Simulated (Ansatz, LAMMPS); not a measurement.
# Elastic response of amorphous Zn25Hg15S40 (80 atoms), part 3 of 4

Aim: relax amorphous Zn25Hg15S40 (80 atoms), then change its volume to read the bulk modulus from the stress.

Ansatz 0.2.0; Kohn-Sham DFT, PBE, PAW (set soft_1), plane waves.

The cell: 25 Zn, 15 Hg and 40 S. The quench rate of 3 K/ps is many orders above laboratory rates. The starting topology of bonds comes from the classical model. The Brillouin zone is sampled at Γ only. The levels lack spin–orbit coupling.

So far. Step 2 (Single point at the start): The r.m.s. force at the start is 0.40 eV/Å. Step 3 (Cell and atoms relaxed): The relaxation converged after 54 steps, with a largest force component of 0.042 eV/Å.

## Step 4: Single point at the relaxed geometry

One more single point at the end of the walk gives the fuller output and checks the residual forces.

input.yaml

```yaml
crystal:
  lattice:
    - [12.25865, -0.65638, 0.36018]
    - [-0.65638, 12.38303, 0.74079]
    - [0.36018, 0.74079, 13.14648]
  atoms:
    - { symbol: Zn, position: [0.69689, 0.85267, 0.45943] }
    - { symbol: Zn, position: [0.83521, 0.52214, 0.76312] }
    - { symbol: Zn, position: [0.68906, 0.14453, 0.56638] }
    - { symbol: Zn, position: [0.94908, 0.01648, 0.49564] }
    - { symbol: Zn, position: [0.26938, 0.06348, 0.29527] }
    - { symbol: Zn, position: [0.32347, 0.9661, 0.05019] }
    [... 68 atom lines left out ...]
    - { symbol: S, position: [0.57225, 0.70285, 0.16285] }
    - { symbol: S, position: [0.07458, 0.52789, 0.13443] }
    - { symbol: S, position: [0.52015, 0.98791, 0.04607] }
    - { symbol: S, position: [0.53874, 0.31882, 0.00372] }
    - { symbol: S, position: [0.23855, 0.93884, 0.89892] }
    - { symbol: S, position: [0.30414, 0.13372, 0.12698] }
kpoints:
  mp_grid: { grid: [1, 1, 1] }
hamiltonian:
  xc: pbe
  pseudopotentials: { kind: paw, azcp: { folder: soft_1 } }
scf:
  occupations: { method: gaussian, width: 0.05 }
output:
  forces: true
  stress: true
  populations: true
  dos:
    method: { smearing: { sigma: 0.15 } }
    de: 0.1
    projected: { site_lists: { Hg: [Hg], S: [S], Zn: [Zn] } }
  eigenvalues: true
  write_density: true
  write_potential: true
  volumetric_format: npy
  elf: true
```

Run with:

```
$ ansatz run input.yaml --threads 4 --pin off --max-ram 8192MiB --backend cpu --events-out ev --progress --plain --runs-dir out
```

Numbers of over 12 decimals in the logs are rounded to 6 here.

Output:

```text
[...]
Crystal: 80 atoms, lattice volume = 1981.278 Å³
Basis set: ecut = 420 eV, 38741 PW (Γ), exchange–correlation on 180×180×180 points (8 copies of the dense FFT grid, shifted against one another)
Bands: 504, of which v1, the nominal top of the filled ones, is band 420 counted from 1 (419 counted from 0)
Symmetry: 1 space group operations
[...]
k-points: 1
[...]
SCF iter   1: F=—  HF=-326336.620157 eV  |F-HF|=—  |Δ(HF+E_count)|=         —  Δρ=3.87e-2  dr2=4.81e1  ethr=3.10e-3  ⟨swp⟩=6.0  Hψ=2165  notcnv=0  defer=56
[...]
SCF iter  14: F=-326324.533924 eV  HF=-326324.533924 eV  |F-HF|=1.15e-8  |Δ(HF+E_count)|=   5.03e-7  Δρ=1.99e-6  dr2=8.50e-8  ethr=1.19e-11  ⟨swp⟩=21.0  Hψ=4976  notcnv=0
SCF 1 converged in 14 iterations: F = -326324.533924 eV  dr2 = 8.50e-8
[...]
WARN: The input density's exchange-correlation potential varies sharply where the density is thin. Do not read a vacuum level from v_tot or v_xc, or from such a field of the output density. On a cell that repeats whose density bears no net charge and no dipole along the vacuum's axis use v_es (v_loc + v_h of the components); [...]
SCF converged after 14 iterations
Free energy (F): -326324.533924 eV
[...]
Internal energy: -326324.533924 eV  (E = F + TS)
E sigma→0 (E₀):  -326324.533924 eV
Fermi energy:    5.950923 eV
[...]
--- Forces (eV/Å), atoms counted from 1 ---
  atom   1  Zn     0.01048403    -0.00227693     0.00144239
  atom   2  Zn     0.01314238    -0.00927081    -0.01871127
  atom   3  Zn     0.00169173     0.00312892     0.00283729
  atom   4  Zn    -0.00284002    -0.01143229     0.00353763
  atom   5  Zn    -0.00071151    -0.01187847    -0.02891497
  atom   6  Zn    -0.00642157     0.00814550     0.01236138
  atom   7  Zn    -0.00639208    -0.01098132    -0.00119211
  atom   8  Zn    -0.00078096    -0.00169026     0.00111380
  atom   9  Zn     0.00116834    -0.00563624    -0.00900698
  atom  10  Zn     0.00323494     0.00703818    -0.00419929
  atom  11  Zn     0.00505614     0.00194066     0.00528758
  atom  12  Zn    -0.00218148    -0.00177919     0.00597805
  atom  13  Zn    -0.00035916     0.00029666     0.01342041
  atom  14  Zn     0.00721345     0.01045508    -0.00045248
[...]
atom  79  S      0.00482433     0.00845347    -0.00451433
  atom  80  S      0.00862586    -0.02129338     0.00115690
  max |Σ_I F_I| component: 1.24e-5 eV/Å
--- Stress (GPa, compression-positive) ---
       -0.028022       0.000491      -0.005070
        0.000491      -0.018137       0.019485
       -0.005070       0.019485       0.007067
  P = ⅓ Tr σ = -0.0130 GPa (-0.130 kbar)
--- Band table (eV) ---
[...]
--- Löwdin populations: 80 sites ---
  site symbol       q [e]
     0     Zn     10.7238
     1     Zn     10.7545
     2     Zn     10.7398
[...]
79      S      7.0837
  spilling = 0.009180 (of n_electrons = 840.000000)
```

Run time: 58 s. Hardware: 4 threads of Arm Neoverse V1, shared host; peak memory 2.9 GiB; 3.8 min of CPU time.

The program notes that the exchange-correlation potential is rough where the density is thin.

The run gave:

```
free energy                                      : -326324.5339 eV
free energy per atom                             : -4079.0567 eV/atom
SCF cycles                                       : 14
pressure                                         : -0.01303 GPa
r.m.s. force component                           : 0.00914 eV/Å
longest force                                    : 0.04747 eV/Å
Fermi energy                                     : 5.951 eV
gap (highest filled to lowest empty level) : 1.269 eV
spilling of the projection                       : 0.00918
```

Löwdin charges by element and coordination (they lack the spilled electrons, 0.096 e an atom on average):

| element | coordination | atoms | mean charge (e) | spread | least | most |
| --- | --- | --- | --- | --- | --- | --- |
| Hg | all | 15 | 0.967 | 0.107 | 0.682 | 1.07 |
| Hg | 2 | 4 | 0.890 | 0.12 | 0.682 | 0.973 |
| Hg | 3 | 9 | 0.979 | 0.0879 | 0.74 | 1.06 |
| Hg | 4 | 2 | 1.07 | 0.0025 | 1.07 | 1.07 |
| S | all | 40 | -0.958 | 0.169 | -1.11 | -0.355 |
| S | 2 | 1 | -0.931 | 0 | -0.931 | -0.931 |
| S | 3 | 17 | -0.861 | 0.206 | -1.10 | -0.355 |
| S | 4 | 22 | -1.03 | 0.0763 | -1.11 | -0.861 |
| Zn | all | 25 | 1.26 | 0.0125 | 1.24 | 1.28 |
| Zn | 3 | 4 | 1.24 | 0.0052 | 1.24 | 1.25 |
| Zn | 4 | 21 | 1.26 | 0.0107 | 1.24 | 1.28 |

States in the cell by windows of 1 eV, zero at the Fermi level; the larger projections on atomic orbitals stand beside the total:

| from (eV) | to (eV) | total | Zn d | S p | Hg d | Zn s | S s |
| --- | --- | --- | --- | --- | --- | --- | --- |
| -18 | -16 | 0.0 | 0.0 | 0.0 | 0.0 | 0.0 | 0.0 |
| -16 | -15 | 2.0 | 0.0 | 0.2 | 0.0 | 0.0 | 1.6 |
| -15 | -14 | 0.0 | 0.0 | 0.0 | 0.0 | 0.0 | 0.0 |
| -14 | -13 | 21.2 | 0.3 | 0.2 | 1.0 | 2.3 | 16.1 |
| -13 | -12 | 53.2 | 1.9 | 0.5 | 1.1 | 2.8 | 46.0 |
| -12 | -11 | 3.6 | 0.1 | 0.2 | 0.1 | 0.1 | 2.9 |
| -11 | -9 | 0.0 | 0.0 | 0.0 | 0.0 | 0.0 | 0.0 |
| -9 | -8 | 1.0 | 0.1 | 0.2 | 0.7 | 0.0 | 0.0 |
| -8 | -7 | 94.8 | 34.5 | 9.9 | 47.5 | 0.9 | 0.9 |
| -7 | -6 | 298.2 | 200.8 | 9.4 | 82.9 | 1.3 | 2.5 |
| -6 | -5 | 27.5 | 2.9 | 10.5 | 7.1 | 3.0 | 0.7 |
| -5 | -4 | 44.4 | 3.1 | 24.3 | 3.2 | 5.3 | 2.1 |
| -4 | -3 | 38.6 | 1.6 | 28.7 | 1.5 | 2.1 | 1.5 |
| -3 | -2 | 58.6 | 2.0 | 50.5 | 1.5 | 0.7 | 0.6 |
| -2 | -1 | 64.7 | 2.0 | 57.2 | 1.8 | 0.4 | 0.4 |
| -1 | 0 | 12.2 | 0.3 | 10.7 | 0.4 | 0.1 | 0.1 |
| 0 | 1 | 2.0 | 0.0 | 0.7 | 0.1 | 0.3 | 0.3 |
| 1 | 2 | 20.0 | 0.0 | 7.5 | 0.4 | 1.3 | 0.9 |
| 2 | 3 | 31.1 | 0.1 | 8.2 | 0.2 | 6.5 | 1.2 |
| 3 | 4 | 37.1 | 0.1 | 6.6 | 0.1 | 9.6 | 0.9 |
| 4 | 5 | 42.0 | 0.0 | 4.3 | 0.1 | 5.4 | 0.4 |

About 120 of the 840 electrons lie in deeper levels, below the stored range.

The levels nearest the highest filled one (over half full), pooled over k-points and spins:

| level less the highest filled one (eV) | occupation |
| --- | --- |
| -0.357 | 2 |
| -0.324 | 2 |
| -0.271 | 2 |
| -0.225 | 2 |
| -0.185 | 2 |
| 0 | 2 |
| 1.27 | 0 |
| 1.80 | 0 |
| 1.92 | 0 |
| 2.09 | 0 |
| 2.20 | 0 |
| 2.24 | 0 |

Electrostatic potential energy in the ab plane at fractional z = 0.284, with atoms of Zn and Hg and S within 0.2 Å of it. With pseudopotentials it is smooth inside the atoms' cores, unlike the true potential.

Ten even steps from '0' (-38 eV) to '9' (11 eV), each cell a mean:
```
99999999888986578999999621258999999
99999999999851037899998302038877889
99999999999851248888898511268743589
99999999999987789888899887898744689
99999999999999999999999999999888899
99999999999999999999999999999864468
88656899999999999999999989999611116
85103799999999999999987545799611027
86325899999999999999962000489875689
98888999999999999999851000489999999
99999999999999999999974224789999999
99999999999999999999998888766899999
99999876679999999999999985111489999
99998410037999999999999983010389999
99996100027999999999998886324799999
99997310158999999999987788889999999
99999876789999999999987789999999999
99999999999999999999888899999999999
99999999999999999974237899999999999
99999999999999999830104886346899999
99999999766799999830016850001799999
99999996100279999986689850002799999
99999984000279999999999985457999999
99999997323689999999999987889999999
```
Columns run along a (12.3 Å; values clipped at the 3rd and 97th percentile), rows up along b (12.4 Å). Atoms in or near the plane, at fractional coordinates: Zn at (0.27, 0.06), Zn at (0.76, 0.12), Hg at (0.21, 0.39), Hg at (0.68, 0.61), S at (0.78, 0.44), S at (0.90, 0.70), S at (0.57, 0.17), S at (0.72, 0.93).

ELF in the ab plane at fractional z = 0.284, with atoms of Zn and Hg and S within 0.2 Å of it. It is the smooth field of the valence electrons, not physical close to the nuclei.

Ten even steps from '0' (0.00) to '9' (0.88), each cell a mean:
```
00245542112699987410027987897411100
00124321015998788521148830388311110
00011100026998898411138975895211111
00000000013789985211125788752111121
20000000001245542111111223211234564
52111100000000000011100000013799888
52111110000000000112211222126972279
31001111000000000112223444226983489
21111110000000000011234665423899986
11111100000000000001245665421245542
00110000000000000001244543333200000
00000012210000000000122235788752000
00001234432112221000001368646985100
00112455543234442000002588303884100
01223467643234542000011379978852000
01223455542222210001111236776410000
00122334331000000023222112211000000
00011122100000001478864321000000000
00000000000000004799898631111100000
00000000111100015983049731111110000
00000011111110015895479510000110000
00001111100111002689986210001110000
00123321000111111134431122111100000
00245531111136653100002578764210000
```
Columns run along a (12.3 Å), rows up along b (12.4 Å). Atoms in or near the plane, at fractional coordinates: Zn at (0.27, 0.06), Zn at (0.76, 0.12), Hg at (0.21, 0.39), Hg at (0.68, 0.61), S at (0.78, 0.44), S at (0.90, 0.70), S at (0.57, 0.17), S at (0.72, 0.93).

The highest filled and lowest empty levels differ by 1.27 eV (at Γ alone); a semilocal functional tends to put such gaps too low. In a disordered cell it changes from sample to sample, and tail or defect levels can set it. Mean Löwdin charges: Hg +0.97, S -0.96, Zn +1.26 e (they miss 0.92 % of the electrons, so they add up to more than the cell's charge).

## Step 5: Volume -3 %

The relaxed cell is scaled evenly and the atoms are relaxed again; the stress at the end gives one point of P(V).

input.yaml, the sections that differ from step 4:

```yaml
crystal:
  lattice:
    - [12.13482, -0.64975, 0.35654]
    - [-0.64975, 12.25794, 0.73331]
    - [0.35654, 0.73331, 13.01368]
  atoms:
    [... the 80 atom lines of step 4 ...]
output:
  forces: true
  eigenvalues: true
  stress: true
relax:
  f_tol: 0.05
  max_steps: 70
# kpoints, hamiltonian, scf: as in step 4
```

Output:

```text
Warning: output.stress: scf.convergence.dr2_threshold = 1e-7 eV (the SCF's general default) is looser than the 8e-9 eV advised for a printed stress (1e-10 eV for each atom of the cell: 80). What an SCF threshold leaves in a stress goes as its square root, and in the free energy as the threshold itself, and one threshold admits the most on a small cell: [...]
[...]
Crystal: 80 atoms, lattice volume = 1921.840 Å³
Basis set: ecut = 420 eV, 37583 PW (Γ), exchange–correlation on 180×180×180 points (8 copies of the dense FFT grid, shifted against one another)
Bands: 504, of which v1, the nominal top of the filled ones, is band 420 counted from 1 (419 counted from 0)
Symmetry: 1 space group operations
[...]
k-points: 1
[...]
SCF iter   1: F=—  HF=-326336.560950 eV  |F-HF|=—  |Δ(HF+E_count)|=         —  Δρ=3.92e-2  dr2=4.87e1  ethr=3.10e-3  ⟨swp⟩=6.0  Hψ=2190  notcnv=0  defer=60
[...]
SCF iter  11: F=-326324.225654 eV  HF=-326324.225670 eV  |F-HF|=1.61e-5  |Δ(HF+E_count)|=   2.36e-5  Δρ=3.33e-5  dr2=1.24e-5  ethr=2.85e-9  ⟨swp⟩=5.0  Hψ=1791  notcnv=0
SCF 1 converged in 11 iterations: F = -326324.225654 eV  dr2 = 1.24e-5
[...]
relax step   1: F+E_penalty+E_count = -326324.22565396 eV  Δ(F+E_penalty+E_count) = +0.000e0 eV  max|allowed force component| = 2.685e-1 eV/Å  Δτ_max = 0.0000 Å  (11 SCF iters, dr2 threshold 6.25e-5 eV, accepted)
[...]
relax step   2: F+E_penalty+E_count = -326324.34490633 eV  Δ(F+E_penalty+E_count) = -1.193e-1 eV  max|allowed force component| = 1.103e-1 eV/Å  Δτ_max = 0.0661 Å  (7 SCF iters, dr2 threshold 4.51e-6 eV, accepted)
[...]
relax step   3: F+E_penalty+E_count = -326324.37114837 eV  Δ(F+E_penalty+E_count) = -2.624e-2 eV  max|allowed force component| = 7.212e-2 eV/Å  Δτ_max = 0.0609 Å  (9 SCF iters, accepted)
relax step   4: F+E_penalty+E_count = -326324.34874008 eV  Δ(F+E_penalty+E_count) = +2.241e-2 eV  max|allowed force component| = 1.594e-1 eV/Å  Δτ_max = 0.2000 Å  (10 SCF iters, rejected (line search))
[...]
relax step   5: F+E_penalty+E_count = -326324.38762260 eV  Δ(F+E_penalty+E_count) = -1.647e-2 eV  max|allowed force component| = 4.167e-2 eV/Å  Δτ_max = 0.0973 Å  (10 SCF iters, accepted)
SCF converged after 10 iterations
Free energy (F): -326324.387623 eV
[...]
Internal energy: -326324.387623 eV  (E = F + TS)
E sigma→0 (E₀):  -326324.387623 eV
Fermi energy:    6.322484 eV
[...]
--- Forces (eV/Å), atoms counted from 1 ---
  atom   1  Zn     0.00160398     0.00272234     0.00048961
  atom   2  Zn     0.00560681    -0.01547174    -0.01415167
  atom   3  Zn    -0.00827667    -0.00786038     0.00645565
  atom   4  Zn     0.01892803    -0.00658164     0.00479224
  atom   5  Zn    -0.00711984    -0.00110637    -0.00363167
  atom   6  Zn    -0.00523303    -0.00588126    -0.02320216
  atom   7  Zn    -0.00727067    -0.00936615     0.00187345
  atom   8  Zn    -0.00468991    -0.00252999     0.00000365
  atom   9  Zn    -0.00015084     0.00050591     0.00381570
  atom  10  Zn     0.02155920    -0.00868408    -0.02063909
  atom  11  Zn    -0.00364598     0.00160855     0.00423098
  atom  12  Zn    -0.00548701     0.00759434    -0.00688192
  atom  13  Zn    -0.01744518    -0.00084925     0.02148645
  atom  14  Zn     0.00103890    -0.00687887    -0.02032337
[...]
atom  79  S      0.00111020    -0.00344584     0.00629645
  atom  80  S      0.00888283    -0.00374908     0.01513040
  max |Σ_I F_I| component: 5.02e-5 eV/Å
--- Stress (GPa, compression-positive) ---
        0.798305       0.062888      -0.047142
        0.062888       0.795671      -0.025619
       -0.047142      -0.025619       0.844616
  P = ⅓ Tr σ = 0.8129 GPa (8.129 kbar)
--- Band table (eV) ---
[...]
--- Relaxed structure (5 steps of the walk, 4 accepted, 0 SCFs on fresh bases) ---
  F+E_penalty+E_count = -326324.38762260 eV   max|allowed force component| = 4.167e-2 eV/Å
  atoms:
    - { symbol: Zn, position: [0.695561, 0.852606, 0.459588] }
    - { symbol: Zn, position: [0.840428, 0.521628, 0.756074] }
    - { symbol: Zn, position: [0.688641, 0.145849, 0.567084] }
    - { symbol: Zn, position: [0.948670, 0.017887, 0.494335] }
[...]
- { symbol: S, position: [0.301866, 0.134242, 0.122690] }
```

The job ended after 3.2 min (4 threads; peak memory 2.9 GiB; 12 min of CPU time).

The program notes that the SCF threshold is loose for the stress.

The relaxation converged after 5 steps, 0.162 eV below its start, with a largest force component of 0.042 eV/Å.

Volume -3 %: the energy stands 0.146 eV above that of the reference, at a pressure of 0.813 GPa.

## Step 6: Volume +3 %

The relaxed cell is scaled to another volume.

Input and log are left out; they have the form of those shown for this kind of step.

Elapsed: 6 min, on 4 threads of Arm Neoverse V1, shared host; peak memory 3 GiB; 24 min of CPU time.

The relaxation converged after 10 steps, 0.248 eV below its start, with a largest force component of 0.050 eV/Å.

Volume +3 %: the energy stands 0.0368 eV above that of the reference, at a pressure of -0.445 GPa.

## Step 7: Volume -6 %

The relaxed cell is scaled to another volume.

Input and log are left out; they have the form of those shown for this kind of step.

Wall time 4.3 min (4 threads of Arm Neoverse V1, shared host); peak memory 2.8 GiB; 17 min of CPU time.

The relaxation converged after 8 steps, 0.735 eV below its start, with a largest force component of 0.026 eV/Å.

Volume -6 %: the energy stands 0.585 eV above that of the reference, at a pressure of 1.68 GPa.

(Part 3 of 4 ends here.)

[Logs are printed without paths, hosts, clocks, repeated set-up lines and the standing remarks that a program may print on its own settings, such as how far it seeks lower states.]

[Hosts, paths, dates, database ids (printed as entryN), source tags and the programs' standing remarks are cut or masked in the printed files.]
